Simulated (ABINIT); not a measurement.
**Beyond one shot: CO2 (P4_2/mnm)**

How far does self-consistency move the gap of CO2 (P4_2/mnm)?

Method: LDA and many-body steps on it, plane waves, in ABINIT 10.8.3.

## 1. Starting point

Symmetry: P4_2/mnm, No. 136, tetragonal system. The conventional cell has a = 4.227 Å, b = 4.227 Å, c = 4.688 Å, α = 90.00°, β = 90.00°, γ = 90.00°. C has 2 O at 1.17 Å nearest. Nearest to O lie 1 C at 1.17 Å. Farther neighbours and most contacts between anions are not listed.

Coordinates:

```cif
data_structure
_symmetry_space_group_name_H-M 'P4_2/mnm'
_symmetry_Int_Tables_number 136
_cell_length_a 4.2272
_cell_length_b 4.2272
_cell_length_c 4.6878
_cell_angle_alpha 90.000
_cell_angle_beta 90.000
_cell_angle_gamma 90.000
_cell_volume 83.77
loop_
_atom_site_label
_atom_site_type_symbol
_atom_site_symmetry_multiplicity
_atom_site_Wyckoff_symbol
_atom_site_fract_x
_atom_site_fract_y
_atom_site_fract_z
_atom_site_occupancy
C1 C 2 a 0.50000 0.50000 0.50000 1
O1 O 4 f 0.30483 0.69517 0.50000 1
```

The cell and positions are those that the Materials Project relaxed with its own functionals (PBE, PBE+U or r2SCAN), kept fixed.

## 2. Empty states on the mesh, 2×2×2 mesh, 77 bands

This step: ABINIT 10.8.3; DFT, LDA, plane waves, norm-conserving pseudopotentials.

The sums over transitions need many empty states on a uniform mesh; this step solves for them.

Input file run.abi:

```
acell 3*1.0 Angstrom
rprim 
  4.227212790000 0.000000000000 0.000000000000
  0.000000000000 4.227212790000 0.000000000000
  0.000000000000 0.000000000000 4.687771590000
ntypat 2
znucl 6 8
natom 6
typat 1 1 2 2 2 2
xred 
  0.500000000000 0.500000000000 0.500000000000
  0.000000000000 0.000000000000 0.000000000000
  0.304826860000 0.695173140000 0.500000000000
  0.695173140000 0.304826860000 0.500000000000
  0.195173140000 0.195173140000 0.000000000000
  0.804826860000 0.804826860000 0.000000000000
pp_dirpath "pseudos"
pseudos "C.upf, O.upf"
ecut 37
ngkpt 2 2 2
nshiftk 1
shiftk 0 0 0
kptopt 1
chksymbreak 0
iscf -2
irdden 1
istwfk *1
nband 77
nbdbuf 6
tolwfr 1e-09
nstep 60
prtvol 0
indata_prefix "in"
outdata_prefix "out"
tmpdata_prefix "tmp"
```

Launch:

```bash
OMP_NUM_THREADS=1 mpirun -n 8 abinit run.abi > log
```

Numbers of over 12 decimals in the logs are rounded to 6 here.

Output:

```text
.Version 10.8.3 of ABINIT. v10.8.2 released Aug 2026.

 Symmetries : space group P4_2/m n m (#136); Bravais tP (primitive tetrag.)
[... echo of the input left out ...]
== DATASET  1 ==================================================================
-   mpi_nproc: 8, omp_nthreads: 1 (-1 if OMP is not activated)
-    --> not optimal distribution: autoparal keyword recommended in input file <--

--- !DatasetInfo
iteration_state: {dtset: 1, }
dimensions: {natom: 6, nkpt: 6, mband: 77, nsppol: 1, nspinor: 1, nspden: 1, mpw: 6088, }
cutoff_energies: {ecut:  37.0, pawecutdg:  -1.0, }
[...]
1.17723    1.17723    1.25152    1.26850    1.28480    1.32013    1.33700    1.33700
   1.36283    1.37186    1.37186    1.40001    1.43926    1.43926    1.45024    1.46331
   1.46857    1.46857    1.48496    1.50666    1.50758
 prteigrs : prtvol=0 or 1, do not print more k-points.

== END DATASET(S) ==============================================================
================================================================================

 -outvars: echo values of variables after computation  --------
            nband          77
             nkpt           6
          spgroup         136
 [... the other variables as echoed above ...]

 Calculation completed.
```

Run time: 12 s. Hardware: 8 MPI ranks of Arm Neoverse V2, shared host; peak memory 0.56 GiB.

This step gave:

| Quantity | Value |
| --- | --- |
| gap | 6.325 eV |
| k of the valence top | 0.5, 0.5, 0.5 |
| k of the conduction bottom | 0, 0, 0 |
| least direct gap | 6.811 eV |
| k points computed | 6 |
| lowest point of the top converged band, above the valence top | 42.23 eV |

On this mesh the gap is 6.325 eV.

The density comes from a self-consistent run that is not shown.

## 3. Screening, 2×2×2 mesh, 71 bands, screening to 106.1 eV

The RPA dielectric matrix is built and inverted for each q.

This step: RPA screening on LDA, plane waves, norm-conserving pseudopotentials.

Changes to run.abi since step 2:

```diff
@@ -24,10 +24,11 @@
 chksymbreak 0
-iscf -2
-irdden 1
 istwfk *1
-nband 77
-nbdbuf 6
-tolwfr 1e-09
-nstep 60
-prtvol 0
+occopt 1
+irdwfk 1
+optdriver 3
+nband 71
+ecuteps 3.9
+inclvkb 2
+awtr 1
+symchi 1
 indata_prefix "in"
```

Output:

```text
.Version 10.8.3 of ABINIT. v10.8.2 released Aug 2026.

 Symmetries : space group P4_2/m n m (#136); Bravais tP (primitive tetrag.)
[... echo of the input left out ...]
== DATASET  1 ==================================================================
-   mpi_nproc: 8, omp_nthreads: 1 (-1 if OMP is not activated)

--- !DatasetInfo
iteration_state: {dtset: 1, }
dimensions: {natom: 6, nkpt: 6, mband: 71, nsppol: 1, nspinor: 1, nspden: 1, mpw: 6088, }
cutoff_energies: {ecut:  37.0, pawecutdg:  -1.0, }
electrons: {nelect:   3.20000000E+01, charge:   0.00000000E+00, occopt:   1.00000000E+00, tsmear:   1.00000000E-02, }

 SCREENING: Calculation of the susceptibility and dielectric matrices

 Based on a program developped by R.W. Godby, V. Olevano, G. Onida, and L. Reining.
 Incorporated in ABINIT by V. Olevano, G.-M. Rignanese, and M. Torrent.
.Using double precision arithmetic ; gwpc =  8

[... cell and pseudopotentials left out ...]
--------------------------------------------------------------------------------

 ==== K-mesh for the wavefunctions ====
 Number of points in the irreducible wedge :     6
[... list of points left out ...]
 Together with 16 symmetry operations and time-reversal symmetry
 yields     8 points in the full Brillouin Zone.

 ==== Q-mesh for the screening function ====
 Number of points in the irreducible wedge :     6
[... list of points left out ...]
 Together with 16 symmetry operations and time-reversal symmetry
 yields     8 points in the full Brillouin Zone.

 setmesh: FFT mesh size selected  =    30x   30x   36
          total number of points  =        32400

 vcoul_init : cutoff-mode = AUXILIARY_FUNCTION
 q-points for optical limit:   1
     1)      0.000010    0.000020    0.000030

- screening: taking advantage of time-reversal symmetry
- Maximum band index for partially occupied states nbvw = 16
- Remaining bands to be divided among processors   nbcw = 55
- Number of bands treated by each node ~6

 Number of electrons calculated from density =   32.0000; Expected =   32.0000
 average of density, n =  0.056608
 r_s =    1.6156
 omega_plasma =   22.9506 [eV]

 calculating chi0 at frequencies [eV] :
  1    0.000000E+00    0.000000E+00
  2    0.000000E+00    2.295065E+01

--------------------------------------------------------------------------------
  q-point number  1        q = ( 0.000000, 0.000000, 0.000000) [r.l.u.]
--------------------------------------------------------------------------------
[... chi0 elements left out ...]
 For q-point:  0.000010 0.000020 0.000030
  dielectric constant =   1.8761
  dielectric constant without local fields =   2.2715

  Average fulfillment of the sum rule on Im[epsilon] for q-point    1 :     43.82  [%]
[... wings left out ...]
  q-point number  2        q = ( 0.500000, 0.000000, 0.000000) [r.l.u.]
--------------------------------------------------------------------------------
[... chi0 elements left out ...]
  Average fulfillment of the sum rule on Im[epsilon] for q-point    2 :     53.26  [%]

 [... 4 further q-points ...]
```

The job ended after 6.1 s (8 MPI ranks; peak memory 1.4 GiB; 48 s of CPU time).

Numbers from this step:

* ε∞ with local fields, on this mesh, along the program's q direction: 1.876
* the same without local fields: 2.272
* plasma frequency: 22.95 eV
* plane waves in the screening matrix: 211

Local fields lower ε∞ by 17 %. On a Γ-centred mesh this coarse the value itself is usually too large, while a short band sum pulls it down.

## 4. G0W0

The self-energy is evaluated for the states that the input lists, and the levels follow from it, in one-shot runs by the linearised quasiparticle equation.

This step: G0W0 on LDA, plane waves, norm-conserving pseudopotentials.

Changes to run.abi since step 3:

```diff
@@ -27,8 +27,17 @@
 irdwfk 1
-optdriver 3
+optdriver 4
 nband 71
+gwcalctyp 0
+ecutsigx 37
+symsigma 1
+nkptgw 2
+kptgw 
+  0.5000000000 0.5000000000 0.5000000000
+  0.0000000000 0.0000000000 0.0000000000
+bdgw 
+  15 18
+  15 18
 ecuteps 3.9
-inclvkb 2
-awtr 1
-symchi 1
+irdscr 1
+ppmodel 1
 indata_prefix "in"
```

Output:

```text
.Version 10.8.3 of ABINIT. v10.8.2 released Aug 2026.

 Symmetries : space group P4_2/m n m (#136); Bravais tP (primitive tetrag.)
[... echo of the input left out ...]
== DATASET  1 ==================================================================
-   mpi_nproc: 8, omp_nthreads: 1 (-1 if OMP is not activated)

--- !DatasetInfo
iteration_state: {dtset: 1, }
dimensions: {natom: 6, nkpt: 6, mband: 71, nsppol: 1, nspinor: 1, nspden: 1, mpw: 6088, }
cutoff_energies: {ecut:  37.0, pawecutdg:  -1.0, }
electrons: {nelect:   3.20000000E+01, charge:   0.00000000E+00, occopt:   1.00000000E+00, tsmear:   1.00000000E-02, }

 SIGMA: Calculation of the GW corrections

 Based on a program developped by R.W. Godby, V. Olevano, G. Onida, and L. Reining.
 Incorporated in ABINIT by V. Olevano, G.-M. Rignanese, and M. Torrent.
.Using double precision arithmetic ; gwpc =  8

[... cell and pseudopotentials left out ...]
--------------------------------------------------------------------------------

 ==== K-mesh for the wavefunctions ====
 Number of points in the irreducible wedge :     6
[... list of points left out ...]
 Together with 16 symmetry operations and time-reversal symmetry
 yields     8 points in the full Brillouin Zone.

 ==== Q-mesh for screening function ====
 Number of points in the irreducible wedge :     6
[... list of points left out ...]
 Together with 16 symmetry operations and time-reversal symmetry
 yields     8 points in the full Brillouin Zone.

 vcoul_init : cutoff-mode = AUXILIARY_FUNCTION
 q-points for optical limit:   1
     1)      0.000010    0.000020    0.000030
 setmesh: FFT mesh size selected  =    48x   48x   54
          total number of points  =       124416

 Number of electrons calculated from density =   32.0000; Expected =   32.0000
 average of density, n =  0.056608
 r_s =    1.6156
 omega_plasma =   22.9506 [eV]

 === KS Band Gaps ===
  >>>> For spin  1
   Minimum direct gap =   6.8109 [eV], located at k-point      :   0.0000  0.0000  0.0000
   Fundamental gap    =   6.3247 [eV], Top of valence bands at :   0.5000  0.5000  0.5000
                                       Bottom of conduction at :   0.0000  0.0000  0.0000
 SIGMA fundamental parameters:
 PLASMON POLE MODEL  1
 number of plane-waves for SigmaX                 6085
 number of plane-waves for SigmaC and W            211
 number of plane-waves for wavefunctions          6085
 number of bands                                    71
 number of independent spin polarizations            1
 number of spinorial components                      1
 number of k-points in IBZ                           6
 number of q-points in IBZ                           6
 number of symmetry operations                      16
 number of k-points in BZ                            8
 number of q-points in BZ                            8
 number of frequencies for dSigma/dE                 9
 frequency step for dSigma/dE [eV]                0.25
 number of omega for Sigma on real axis              0
 max omega for Sigma on real axis  [eV]           0.00
 zcut for avoiding poles [eV]                     0.10

 EPSILON^-1 parameters (SCR file):
 dimension of the eps^-1 matrix on file            211
 dimension of the eps^-1 matrix used               211
 number of plane-waves for wavefunctions          6085
 number of bands                                    71
 number of q-points in IBZ                           6
 number of frequencies                               2
 number of real frequencies                          1
 number of imag frequencies                          1

 matrix elements of self-energy operator (all in [eV])

 Perturbative Calculation

--- !SelfEnergy_ee
iteration_state: {dtset: 1, }
kpoint     : [   0.500,    0.500,    0.500, ]
spin       : 1
KS_gap     :    7.549
QP_gap     :   12.681
Delta_QP_KS:    5.132
data: !SigmaeeData |
     Band     E0 <VxcDFT>   SigX SigC(E0)      Z dSigC/dE  Sig(E)    E-E0       E
       15  -3.443 -19.940 -25.029   3.201   0.828  -0.207 -21.504  -1.564  -5.006
       16  -3.443 -19.940 -25.029   3.201   0.828  -0.207 -21.504  -1.564  -5.006
       17   4.107 -15.387  -9.238  -1.992   0.858  -0.165 -11.819   3.569   7.675
       18   4.107 -15.387  -9.238  -1.992   0.858  -0.165 -11.819   3.569   7.675

--- !SelfEnergy_ee
iteration_state: {dtset: 1, }
kpoint     : [   0.000,    0.000,    0.000, ]
spin       : 1
KS_gap     :    6.811
QP_gap     :   10.693
Delta_QP_KS:    3.882
data: !SigmaeeData |
     Band     E0 <VxcDFT>   SigX SigC(E0)      Z dSigC/dE  Sig(E)    E-E0       E
       15  -3.929 -19.297 -24.471   3.205   0.830  -0.205 -20.931  -1.633  -5.562
       16  -3.929 -19.297 -24.471   3.205   0.830  -0.205 -20.931  -1.633  -5.562
       17   2.882 -10.698  -5.594  -2.568   0.887  -0.127  -8.449   2.249   5.131
       18   3.900 -16.175 -10.078  -1.746   0.854  -0.171 -12.460   3.714   7.615

== END DATASET(S) ==============================================================
================================================================================

 -outvars: echo values of variables after computation  --------
           etotal      0.0000000000E+00
            nband          71
             nkpt           6
          spgroup         136
 [... the other variables as echoed above ...]

 Calculation completed.
```

Run time: 2.8 s. Hardware: 8 MPI ranks; peak memory 0.16 GiB.

Numbers from this step:

| Item | Value |
| --- | --- |
| G0W0 gap on the points computed | 10.14 eV |
| starting gap on the mesh | 6.325 eV |
| k of the valence top | 0.5, 0.5, 0.5 |
| k of the conduction bottom | 0, 0, 0 |
| Z at the valence top | 0.828 |
| Z at the conduction bottom | 0.887 |
| least direct G0W0 gap on the computed points | 10.69 eV |

The gap on the mesh goes from 6.32 eV to 10.14 eV, a correction of +3.81 eV.

## 5. evGW0, cycle 1

This step: evGW0 on LDA, plane waves, norm-conserving pseudopotentials.

Changes to run.abi since step 4:

```diff
@@ -29,12 +29,20 @@
 nband 71
-gwcalctyp 0
+gwcalctyp 10
 ecutsigx 37
 symsigma 1
-nkptgw 2
+nkptgw 6
 kptgw 
+  0.0000000000 0.0000000000 0.0000000000
+  0.5000000000 0.0000000000 0.0000000000
+  0.5000000000 0.5000000000 0.0000000000
+  0.0000000000 0.0000000000 0.5000000000
+  0.5000000000 0.0000000000 0.5000000000
   0.5000000000 0.5000000000 0.5000000000
-  0.0000000000 0.0000000000 0.0000000000
 bdgw 
-  15 18
-  15 18
+  5 22
+  5 22
+  5 22
+  5 22
+  5 22
+  5 22
 ecuteps 3.9
```

Output:

```text
.Version 10.8.3 of ABINIT. v10.8.2 released Aug 2026.

 Symmetries : space group P4_2/m n m (#136); Bravais tP (primitive tetrag.)
[... echo of the input left out ...]
== DATASET  1 ==================================================================
-   mpi_nproc: 8, omp_nthreads: 1 (-1 if OMP is not activated)

--- !DatasetInfo
iteration_state: {dtset: 1, }
dimensions: {natom: 6, nkpt: 6, mband: 71, nsppol: 1, nspinor: 1, nspden: 1, mpw: 6088, }
cutoff_energies: {ecut:  37.0, pawecutdg:  -1.0, }
electrons: {nelect:   3.20000000E+01, charge:   0.00000000E+00, occopt:   1.00000000E+00, tsmear:   1.00000000E-02, }

 SIGMA: Calculation of the GW corrections

 Based on a program developped by R.W. Godby, V. Olevano, G. Onida, and L. Reining.
 Incorporated in ABINIT by V. Olevano, G.-M. Rignanese, and M. Torrent.
.Using double precision arithmetic ; gwpc =  8

[... cell and pseudopotentials left out ...]
--------------------------------------------------------------------------------

 ==== K-mesh for the wavefunctions ====
 Number of points in the irreducible wedge :     6
[... list of points left out ...]
 Together with 16 symmetry operations and time-reversal symmetry
 yields     8 points in the full Brillouin Zone.

 ==== Q-mesh for screening function ====
 Number of points in the irreducible wedge :     6
[... list of points left out ...]
 Together with 16 symmetry operations and time-reversal symmetry
 yields     8 points in the full Brillouin Zone.

 vcoul_init : cutoff-mode = AUXILIARY_FUNCTION
 q-points for optical limit:   1
     1)      0.000010    0.000020    0.000030
 setmesh: FFT mesh size selected  =    48x   48x   54
          total number of points  =       124416

 Number of electrons calculated from density =   32.0000; Expected =   32.0000
[...]
KS_gap     :    8.105
QP_gap     :   13.528
Delta_QP_KS:    5.423
data: !SigmaeeData |
     Band     E_DFT   <VxcDFT>   E(N-1)  <Hhartree>   SigX  SigC[E(N-1)]    Z     dSigC/dE  Sig[E(N)]  DeltaE  E(N)_pert E(N)_diago
[...]
--- !SelfEnergy_ee
iteration_state: {dtset: 1, }
kpoint     : [   0.500,    0.500,    0.500, ]
spin       : 1
KS_gap     :    7.549
QP_gap     :   12.681
Delta_QP_KS:    5.132
data: !SigmaeeData |
     Band     E_DFT   <VxcDFT>   E(N-1)  <Hhartree>   SigX  SigC[E(N-1)]    Z     dSigC/dE  Sig[E(N)]  DeltaE  E(N)_pert E(N)_diago
[...]
21     7.723   -15.431     7.723    23.154    -8.370    -2.886     0.854    -0.170   -11.864     3.567    11.290    11.898
       22     7.723   -15.431     7.723    23.154    -8.370    -2.886     0.854    -0.170   -11.864     3.567    11.290    11.898

 New Fermi energy :        1.595838E-03 Ha ,    4.342497E-02 eV

 === QP Band Gaps ===
  >>>> For spin  1
   Minimum direct gap =  11.3144 [eV], located at k-point      :   0.0000  0.0000  0.0000
   Fundamental gap    =  10.7474 [eV], Top of valence bands at :   0.5000  0.5000  0.5000
                                       Bottom of conduction at :   0.0000  0.0000  0.0000

 writing QP data on file : out_QPS

 Convergence of QP corrections
 >>>>> For spin  1 <<<<<
.  kptgw no:  1; Maximum DeltaE = (   2.249  -0.000) for band index: 17
.  kptgw no:  2; Maximum DeltaE = (  -1.623   0.000) for band index: 15
.  kptgw no:  3; Maximum DeltaE = (  -1.565   0.000) for band index: 15
.  kptgw no:  4; Maximum DeltaE = (  -1.621  -0.000) for band index: 15
.  kptgw no:  5; Maximum DeltaE = (  -1.601  -0.000) for band index: 15
.  kptgw no:  6; Maximum DeltaE = (  -1.564   0.000) for band index: 15

== END DATASET(S) ==============================================================
================================================================================

 -outvars: echo values of variables after computation  --------
           etotal      0.0000000000E+00
            nband          71
             nkpt           6
          spgroup         136
 [... the other variables as echoed above ...]

 Calculation completed.
```

It took 18 s on 8 MPI ranks; peak memory 2.3 GiB; 2.4 min of CPU time.

Numbers from this step:

* quasiparticle gap on the mesh: 10.75 eV
* gap of the density functional on the mesh: 6.325 eV
* k of the valence top: 0.5, 0.5, 0.5
* k of the conduction bottom: 0, 0, 0
* Z at the valence top: 0.828
* Z at the conduction bottom: 0.887
* least direct quasiparticle gap on the computed points: 11.31 eV

Against G0W0 in ABINIT (2×2×2 mesh, 71 bands, screening to 106.1 eV, Godby-Needs plasmon pole), the gap moves by +0.610 eV. This first cycle still uses the starting levels; it takes the full correction, at all points of the mesh, and its linearised value is 10.137 eV.

## 6. evGW0, cycle 2

The corrected levels of the last cycle go back in.

Changes to run.abi since step 5:

```diff
@@ -50,2 +50,3 @@
 ppmodel 1
+irdqps 1
 indata_prefix "in"
```

Output:

```text
.Version 10.8.3 of ABINIT. v10.8.2 released Aug 2026.

 Symmetries : space group P4_2/m n m (#136); Bravais tP (primitive tetrag.)
[... echo of the input left out ...]
== DATASET  1 ==================================================================
-   mpi_nproc: 8, omp_nthreads: 1 (-1 if OMP is not activated)

--- !DatasetInfo
iteration_state: {dtset: 1, }
dimensions: {natom: 6, nkpt: 6, mband: 71, nsppol: 1, nspinor: 1, nspden: 1, mpw: 6088, }
cutoff_energies: {ecut:  37.0, pawecutdg:  -1.0, }
[...]
.  kptgw no:  4; Maximum DeltaE = (  -0.206  -0.000) for band index: 18
.  kptgw no:  5; Maximum DeltaE = (   0.115  -0.000) for band index: 15
.  kptgw no:  6; Maximum DeltaE = (   0.112   0.000) for band index: 16

== END DATASET(S) ==============================================================
================================================================================

 -outvars: echo values of variables after computation  --------
           etotal      0.0000000000E+00
            nband          71
             nkpt           6
          spgroup         136
 [... the other variables as echoed above ...]

 Calculation completed.
```

The job ended after 18 s (8 MPI ranks; peak memory 2.3 GiB).

Numbers from this step:

```yaml
quasiparticle_gap_on_the_mesh: 10.54 eV
gap_of_the_density_functional_on_the_mesh: 6.325 eV
k_of_the_valence_top: 0.5, 0.5, 0.5
k_of_the_conduction_bottom: 0, 0, 0
least_direct_quasiparticle_gap_on_the_computed_points: 11.09 eV
```

Against the cycle before, the gap moves by −0.212 eV.

[end of part 1 of 3]

[Paths, hosts, dates, memory and timing lines, banners, echoed tables and standing remarks are left out of the program output.]

[Logs are printed without paths, hosts, clocks, repeated set-up lines and the standing remarks that a program may print on its own settings, such as how far it seeks lower states.]

[Runs of the session that timed out or met a known fault of the program may be left out.]

[Hosts, paths, dates, database ids (printed as entryN), source tags and the programs' standing remarks are cut or masked in the printed files.]

[G0W0 gaps are taken among the corrected bands and points alone; a level outside them can change the order at an edge.]

[Where Ansatz stands beside ABINIT at settings called matched, ABINIT's density can come from a denser mesh and the files from another edition; pairs whose starting gaps differed by over 0.03 eV were left out, so agreement reads better than it is.]
